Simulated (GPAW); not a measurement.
# The basis that the transmission of a carbon nanotube (3, 3); an Al atom over a ring needs, part 3 of 3

Wanted: the zero-bias transmission of a carbon nanotube (3, 3); an Al atom over a ring on a ladder of levels, with run times.

GPAW 26.7.0; GPAW LCAO, PAW setups; Landauer transmission from Green's functions with principal layers (ASE), zero bias.

So far, conductance (G₀): step 2 (GPAW, szp, PBE, GPAW) 1.94; step 3 (basis sz(dzp), PBE, GPAW) 1.95; step 4 (RPBE) 1.94.

## 6. The levels side by side

The curves are compared point by point over the common energies.

This step: comparison of transmission and cost over codes and levels (GPAW 26.7.0).

Ladder, by row:

```
    step  code  T at the Fermi level (sum over the listed spins)  conductance (G0)  r.m.s. T(E) from the first  wall time (s)  peak memory (GiB)  threads
     szp  GPAW                                             3.894             1.942                           0           2572               2.92        1
      sz  GPAW                                             3.895             1.945                       2.048          433.3               2.17        1
szp-RPBE  GPAW                                             3.893             1.941                      0.1408           2576               2.92        1
```

Table of transmission, zone mean, sum over the listed spins by energy, zero at the Fermi level:

```
energy (eV)   szp    sz  szp-RPBE
     -2.000  2.00  2.00      2.00
     -1.800  2.00  2.00      2.00
     -1.600  1.99  2.00      1.99
     -1.400  2.00  2.00      2.00
     -1.200  2.99  3.58      3.06
     -1.150  3.16  3.60      3.21
     -1.000  3.43  2.00      3.36
     -0.800  3.80  3.79      3.80
     -0.600  3.88  3.89      3.88
     -0.400  3.91  3.92      3.91
     -0.300  3.92  3.92      3.92
     -0.250  3.92  3.92      3.92
     -0.200  3.92  3.92      3.92
      0.000  3.89  3.90      3.89
      0.200  3.59  3.79      3.56
      0.400  2.00  3.35      2.07
      0.600  3.41  1.95      3.43
      0.650  3.47  1.97      3.46
      0.800  5.79  2.94      6.45
      1.000  9.83  2.88      9.88
      1.200  8.63  5.30      8.64
      1.400  8.88  8.14      8.89
      1.600  9.02  8.70      9.03
      1.800  9.00  8.96      9.01
      2.000  8.63  8.99      8.65
```

## 7. Broadening 0.01, temperature 150

The broadening keeps the Green's functions finite; too large a value absorbs electrons where channels are open and leaks them where none are. Temperature enters only through the Fermi window.

This step: GPAW LCAO, PAW setups; Landauer transmission from Green's functions with principal layers (ASE), zero bias (GPAW 26.7.0).

run.py

```python
import json
import numpy as np
from ase import Atoms
from ase.transport.calculators import TransportCalculator
from gpaw import GPAW, FermiDirac
from gpaw.lcao.tools import get_lcao_hamiltonian
from scipy.linalg import eigh

# The junction with lead layers at both ends, along the third cell vector
device = Atoms(
    ['C', 'C', 'C', 'C', 'C', 'C', 'C', 'C', 'C', 'C', 'C', 'C', 'C', 'C', 'C', 'C', 'C', 'C', 'C', 'C', 'C', 'C', 'C', 'C', 'C', 'C', 'C', 'C', 'C', 'C', 'C', 'C', 'C', 'C', 'C', 'C', 'C', 'C', 'C', 'C', 'C', 'C', 'C', 'C', 'C', 'C', 'C', 'C', 'C', 'C', 'C', 'C', 'C', 'C', 'C', 'C', 'C', 'C', 'C', 'C', 'C', 'C', 'C', 'C', 'C', 'C', 'C', 'C', 'Al', 'C', 'C', 'C', 'C', 'C', 'C', 'C', 'C', 'C', 'C', 'C', 'C', 'C', 'C', 'C', 'C', 'C', 'C', 'C', 'C', 'C', 'C', 'C', 'C', 'C', 'C', 'C', 'C', 'C', 'C', 'C', 'C', 'C', 'C', 'C', 'C', 'C', 'C', 'C', 'C', 'C', 'C', 'C', 'C', 'C', 'C', 'C', 'C', 'C', 'C', 'C', 'C', 'C', 'C', 'C', 'C', 'C', 'C', 'C', 'C', 'C', 'C', 'C', 'C', 'C', 'C', 'C', 'C', 'C', 'C', 'C', 'C', 'C', 'C', 'C', 'C'],
    positions=[
        [4.12267, 6.72967, 0.61488],
        [5.01700, 7.79550, 0.61488],
        [5.01700, 4.27250, 0.61488],
        [6.38720, 4.03090, 0.61488],
        [7.59213, 7.34143, 0.61488],
        [8.06800, 6.03400, 0.61488],
        [4.00000, 6.03400, 1.84463],
        [4.47587, 4.72657, 1.84463],
        [5.68080, 8.03710, 1.84463],
        [7.05100, 7.79550, 1.84463],
        [7.05100, 4.27250, 1.84463],
        [7.94534, 5.33833, 1.84463],
        [4.12267, 6.72967, 3.07439],
        [5.01700, 7.79550, 3.07439],
        [5.01700, 4.27250, 3.07439],
        [6.38720, 4.03090, 3.07439],
        [7.59213, 7.34143, 3.07439],
        [8.06800, 6.03400, 3.07439],
        [4.00000, 6.03400, 4.30415],
        [4.47587, 4.72657, 4.30415],
        [5.68080, 8.03710, 4.30415],
        [7.05100, 7.79550, 4.30415],
        [7.05100, 4.27250, 4.30415],
        [7.94534, 5.33833, 4.30415],
        [4.12267, 6.72967, 5.53390],
        [5.01700, 7.79550, 5.53390],
        [5.01700, 4.27250, 5.53390],
        [6.38720, 4.03090, 5.53390],
        [7.59213, 7.34143, 5.53390],
        [8.06800, 6.03400, 5.53390],
[... 109 atom lines left out ...]
        [4.00000, 6.03400, 28.89927],
        [4.47587, 4.72657, 28.89927],
        [5.68080, 8.03710, 28.89927],
        [7.05100, 7.79550, 28.89927],
        [7.05100, 4.27250, 28.89927],
        [7.94534, 5.33833, 28.89927]],
    cell=[[12.068, 0.0, 0.0], [0.0, 12.068, 0.0], [0.0, 0.0, 29.51415]],
    pbc=True,
    magmoms=[0.0, 0.0, 0.0, 0.0, 0.0, 0.0, 0.0, 0.0, 0.0, 0.0, 0.0, 0.0, 0.0, 0.0, 0.0, 0.0, 0.0, 0.0, 0.0, 0.0, 0.0, 0.0, 0.0, 0.0, 0.0, 0.0, 0.0, 0.0, 0.0, 0.0, 0.0, 0.0, 0.0, 0.0, 0.0, 0.0, 0.0, 0.0, 0.0, 0.0, 0.0, 0.0, 0.0, 0.0, 0.0, 0.0, 0.0, 0.0, 0.0, 0.0, 0.0, 0.0, 0.0, 0.0, 0.0, 0.0, 0.0, 0.0, 0.0, 0.0, 0.0, 0.5, 0.0, 0.0, 0.5, 0.0, 0.5, 0.0, 0.0, 0.5, 0.0, 0.0, 0.0, 0.0, 0.0, 0.5, 0.0, 0.0, 0.0, 0.0, 0.0, 0.0, 0.0, 0.0, 0.0, 0.0, 0.0, 0.0, 0.0, 0.0, 0.0, 0.0, 0.0, 0.0, 0.0, 0.0, 0.0, 0.0, 0.0, 0.0, 0.0, 0.0, 0.0, 0.0, 0.0, 0.0, 0.0, 0.0, 0.0, 0.0, 0.0, 0.0, 0.0, 0.0, 0.0, 0.0, 0.0, 0.0, 0.0, 0.0, 0.0, 0.0, 0.0, 0.0, 0.0, 0.0, 0.0, 0.0, 0.0, 0.0, 0.0, 0.0, 0.0, 0.0, 0.0, 0.0, 0.0, 0.0, 0.0, 0.0, 0.0, 0.0, 0.0, 0.0, 0.0])

# One principal layer of the lead: the first 36 atoms of the device
lead = Atoms(
    ['C', 'C', 'C', 'C', 'C', 'C', 'C', 'C', 'C', 'C', 'C', 'C', 'C', 'C', 'C', 'C', 'C', 'C', 'C', 'C', 'C', 'C', 'C', 'C', 'C', 'C', 'C', 'C', 'C', 'C', 'C', 'C', 'C', 'C', 'C', 'C'],
    positions=[
        [4.12267, 6.72967, 0.61488],
        [5.01700, 7.79550, 0.61488],
        [5.01700, 4.27250, 0.61488],
        [6.38720, 4.03090, 0.61488],
        [7.59213, 7.34143, 0.61488],
        [8.06800, 6.03400, 0.61488],
        [4.00000, 6.03400, 1.84463],
        [4.47587, 4.72657, 1.84463],
        [5.68080, 8.03710, 1.84463],
        [7.05100, 7.79550, 1.84463],
        [7.05100, 4.27250, 1.84463],
        [7.94534, 5.33833, 1.84463],
        [4.12267, 6.72967, 3.07439],
        [5.01700, 7.79550, 3.07439],
        [5.01700, 4.27250, 3.07439],
        [6.38720, 4.03090, 3.07439],
        [7.59213, 7.34143, 3.07439],
        [8.06800, 6.03400, 3.07439],
        [4.00000, 6.03400, 4.30415],
        [4.47587, 4.72657, 4.30415],
        [5.68080, 8.03710, 4.30415],
        [7.05100, 7.79550, 4.30415],
        [7.05100, 4.27250, 4.30415],
        [7.94534, 5.33833, 4.30415],
        [4.12267, 6.72967, 5.53390],
        [5.01700, 7.79550, 5.53390],
        [5.01700, 4.27250, 5.53390],
        [6.38720, 4.03090, 5.53390],
        [7.59213, 7.34143, 5.53390],
        [8.06800, 6.03400, 5.53390],
        [4.00000, 6.03400, 6.76366],
        [4.47587, 4.72657, 6.76366],
        [5.68080, 8.03710, 6.76366],
        [7.05100, 7.79550, 6.76366],
        [7.05100, 4.27250, 6.76366],
        [7.94534, 5.33833, 6.76366]],
    cell=[[12.068, 0.0, 0.0], [0.0, 12.068, 0.0], [0.0, 0.0, 7.37854]],
    pbc=True,
    magmoms=[0.0, 0.0, 0.0, 0.0, 0.0, 0.0, 0.0, 0.0, 0.0, 0.0, 0.0, 0.0, 0.0, 0.0, 0.0, 0.0, 0.0, 0.0, 0.0, 0.0, 0.0, 0.0, 0.0, 0.0, 0.0, 0.0, 0.0, 0.0, 0.0, 0.0, 0.0, 0.0, 0.0, 0.0, 0.0, 0.0])

settings = dict(mode='lcao', basis='szp(dzp)', xc='PBE', h=0.2,
                occupations=FermiDirac(0.1), maxiter=250,
                mixer=dict(beta=0.05, nmaxold=8, weight=100.0),
                convergence=dict(density=0.0001))
energies = np.arange(-2, 2 + 1e-9, 0.05)
eta = 0.01
n1, n2 = 1, 1
# k and -k transmit alike, so half of the mesh across the current serves
mesh = [(i, j) for i in range(n1) for j in range(n2) if (i, j) <= (-i % n1, -j % n2)]
weights = np.array([1 if (i, j) == (-i % n1, -j % n2) else 2 for i, j in mesh]) / (n1 * n2)


def ground_state(atoms, size, txt):
    atoms.calc = GPAW(kpts={'size': size, 'gamma': True}, symmetry={'tolerance': 1e-3}, txt=txt, **settings)
    atoms.get_potential_energy()
    return atoms.calc.get_fermi_level()


def blocks(atoms, fermi, points, nz, cells):
    """H - E_F S and S between cell 0 and the cells above it, at each point across the current."""
    kz = np.arange(nz) / nz
    calc = atoms.calc.fixed_density(kpts=[(*k, z) for k in points for z in kz], symmetry='off', txt=None)
    H, S = get_lcao_hamiltonian(calc)
    H = (H - fermi * S).reshape(len(H), len(points), nz, *S.shape[1:])
    S = S.reshape(H.shape[1:])
    phases = [np.exp(-2j * np.pi * kz * R) / nz for R in cells]
    return [(np.einsum('skzij,z->ksij', H, p), np.einsum('kzij,z->kij', S, p)) for p in phases]


def pair(a, b):
    return np.block([[a, b], [b.T.conj(), a]])


def count_channels(h, s, cells, nk=240):
    """Half the number of times that the lead's bands cross each energy, unfolded to its shortest repeat."""
    b = len(h) // cells
    bands = []
    for k in (np.arange(nk + 1) + 0.5) / nk:
        hk, sk = h[:b, :b].copy(), s[:b, :b].copy()
        for R in range(1, cells):
            phase, block = np.exp(2j * np.pi * k * R), slice(R * b, (R + 1) * b)
            hk += h[:b, block] * phase + (h[:b, block] * phase).T.conj()
            sk += s[:b, block] * phase + (s[:b, block] * phase).T.conj()
        w, u = eigh(sk)
        x = u[:, w > 1e-5] / w[w > 1e-5]**0.5  # drop near-dependent combinations
        bands.append(np.r_[eigh(x.T.conj() @ hk @ x, eigvals_only=True), [1e9] * (w <= 1e-5).sum()])
    below = np.array(bands)[:, :, None] < energies
    return (below[1:] != below[:-1]).sum((0, 1)) / 2


fermi_lead = ground_state(lead, (1, 1, 15), 'lead.txt')
fermi_device = ground_state(device, (1, 1, 3), 'device.txt')
T, channels, eigen, tail, misfit, shifts = [], [], [], 0.0, 0.0, []
for first in range(0, len(mesh), 2):
    points = [(i / n1, j / n2) for i, j in mesh[first:first + 2]]
    (H0k, S0k), (H1k, S1k), (H2k, _) = blocks(lead, fermi_lead, points, 5, range(3))
    [(Hk, Sk)] = blocks(device, fermi_device, points, 2, [0])
    tail = max(tail, abs(H2k).max())
    for H0, S0, H1, S1, H, S in zip(H0k, S0k, H1k, S1k, Hk, Sk):
        n = len(S0)
        # Shift the lead onto the potential of the device's first layer
        shift = ((H[:, 0, 0] - H0[:, 0, 0]) / S0[0, 0]).real.mean()
        shifts.append(shift)
        misfit = max(misfit, abs(H[:, :n, :n] - H0 - shift * S0).max())
        Tk, Ck, Ek = [], [], []
        for s in range(len(H)):
            t = s % len(H0)  # a lead without moments serves both spins
            h1, s1 = pair(H0[t] + shift * S0, H1[t] + shift * S1), pair(S0, S1)
            leads = dict(h1=h1, s1=s1, energies=energies, eta=eta, eta1=eta, eta2=eta)
            calc = TransportCalculator(h=H[s], s=S, eigenchannels=3, **leads)
            Tk.append(calc.get_transmission())
            Ek.append(np.sort(calc.eigenchannels_ne, axis=0)[::-1])
            Ck.append(count_channels(h1, s1, 6))
        T.append(Tk)
        channels.append(Ck)
        eigen.append(Ek)
T, channels = np.array(T), np.array(channels)
mean, open_channels = np.einsum('kse,k->se', T, weights), np.einsum('kse,k->se', channels, weights)

print(f'basis functions: device {len(S)}, principal layer {n}')
print(f'Fermi level: lead {fermi_lead:.4f} eV, device {fermi_device:.4f} eV; lead shifted by {np.mean(shifts):.4f} eV')
print(f'largest coupling past the next layer {tail:.2e} eV, largest misfit of the first layer {misfit:.3f} eV')
print('  E-E_F (eV)   ' + 'T up        T down      channels up  channels down')
for e, t, c in zip(energies, mean.T, open_channels.T):
    print(f'{e:10.3f}  ', *[f'{x:11.4e}' for x in t], *[f'{x:9.4f}' for x in c])

kT = 8.617333e-5 * 150
fine = np.linspace(energies[0], energies[-1], 4001)
both = np.exp(np.interp(fine, energies, np.log(np.maximum(mean.sum(0) * 2 / len(mean), 1e-30))))
fermi = lambda mu: 1 / (1 + np.exp(np.clip((fine - mu) / kT, -200, 200)))
slope = fermi(0) * (1 - fermi(0)) / kT
G = np.trapezoid(both * slope, fine) / 2
seebeck = -np.trapezoid(both * slope * fine, fine) / (2 * G * 150) * 1e6
print(f'conductance at 150 K: {G:.5g} G0 a cell; thermopower {seebeck:.4g} uV/K')
bias = [0.1, 0.2, 0.5, 1.0, 1.5, 2.0]
current = [38.74 * np.trapezoid(both * (fermi(V / 2) - fermi(-V / 2)), fine) for V in bias]
for V, I in zip(bias, current):
    print(f'current from the zero-bias T(E) at {V} V: {I:.5g} uA')
zero = abs(energies).argmin()
json.dump(dict(energies=energies.tolist(), T=mean.tolist(), channels=open_channels.tolist(), G=G, seebeck=seebeck,
               bias=bias, current=current, tail=tail, misfit=misfit, shift=np.mean(shifts), n_device=len(S), n_lead=n,
               fermi=[fermi_lead, fermi_device], energy=device.get_potential_energy(),
               moments=device.get_magnetic_moments().tolist(), mesh=mesh, weights=weights.tolist(),
               T_k=T[:, :, zero].tolist(), eigen=np.array(eigen[0]).tolist()), open('result.json', 'w'))
```

Started as:

```console
> OMP_NUM_THREADS=1 OPENBLAS_NUM_THREADS=1 python run.py
```

What it wrote:

```text
basis functions: device 1305, principal layer 324
Fermi level: lead -2.5809 eV, device -2.4134 eV; lead shifted by -0.0058 eV
largest coupling past the next layer 4.02e-15 eV, largest misfit of the first layer 0.029 eV
  E-E_F (eV)   T up        T down      [channel counts left out]
    -2.000    9.0818e-01  9.0818e-01
    -1.950    9.0813e-01  9.0813e-01
    -1.900    9.0795e-01  9.0795e-01
    -1.850    9.0769e-01  9.0769e-01
    -1.800    9.0737e-01  9.0737e-01
    -1.750    9.0700e-01  9.0700e-01
    -1.700    9.0659e-01  9.0659e-01
    -1.650    9.0613e-01  9.0613e-01
    -1.600    9.0561e-01  9.0561e-01
    -1.550    9.0488e-01  9.0488e-01
    -1.500    9.0107e-01  9.0118e-01
    -1.450    9.0190e-01  9.0183e-01
    -1.400    9.0249e-01  9.0248e-01
    -1.350    9.0118e-01  9.0117e-01
    -1.300    8.9850e-01  8.9848e-01
    -1.250    8.9295e-01  8.9293e-01
[...]
1.650    3.9202e+00  3.9219e+00
     1.700    3.9247e+00  3.9263e+00
     1.750    3.9200e+00  3.9215e+00
     1.800    3.9074e+00  3.9088e+00
     1.850    3.8848e+00  3.8861e+00
     1.900    3.8508e+00  3.8519e+00
     1.950    3.8043e+00  3.8053e+00
     2.000    3.7460e+00  3.7469e+00
conductance at 150 K: 1.6662 G0 a cell; thermopower 0.5376 uV/K
current from the zero-bias T(E) at 0.1 V: 12.901 uA
current from the zero-bias T(E) at 0.2 V: 25.751 uA
current from the zero-bias T(E) at 0.5 V: 63.093 uA
current from the zero-bias T(E) at 1.0 V: 115.97 uA
current from the zero-bias T(E) at 1.5 V: 171.54 uA
current from the zero-bias T(E) at 2.0 V: 258.66 uA
```

Wall time 40 min (1 thread of Arm Neoverse V1, shared host); peak memory 2.9 GiB.

The run finished with changed settings (eta = 0.01 and temperature = 150); it serves as a test.

Side by side:

```
                                  quantity  this run  sound run  difference
                          conductance (G₀)    1.6662     1.9419      -0.276
  transmission at the Fermi level, spin up    1.6672     1.9468      -0.280
transmission at the Fermi level, spin down    1.6676     1.9471      -0.280
```

The two runs differ clearly in the transmission at the Fermi level, spin up: 1.67 against 1.95.

## 8. Summary of results

```
conductance                                        : 1.94 G₀
transmission at the Fermi level, mean of the spins : 1.95
thermopower                                        : about 0 (under 1.5 μV/K)
```

In words: In the szp basis the junction conducts 1.94 G₀ at 300 K, with T = 1.95 as the mean of the two spins at the Fermi level; the sz basis reaches that conductance within 10 %. Measured against the first run (szp), the nearest curve is that of szp-RPBE (r.m.s. 0.14) and the farthest that of sz (2.0). Over the compared runs wall time goes from 433 s (sz) to 2576 s (szp-RPBE), on a shared host. The geometry was built from estimated bond lengths and not relaxed, so the numbers describe this model structure. The currents use the zero-bias T(E) throughout, which holds only while the bias is small against the distance to the nearest feature. One magnetic start was tried; another order may lie lower. The energy step is wider than the thermal energy, so the conductance and thermopower rest on interpolation of T(E).

[Logs are printed without paths, hosts, clocks, repeated set-up lines and the standing remarks that a program may print on its own settings, such as how far it seeks lower states.]

[Hosts, paths, dates, database ids (printed as entryN), source tags and the programs' standing remarks are cut or masked in the printed files.]
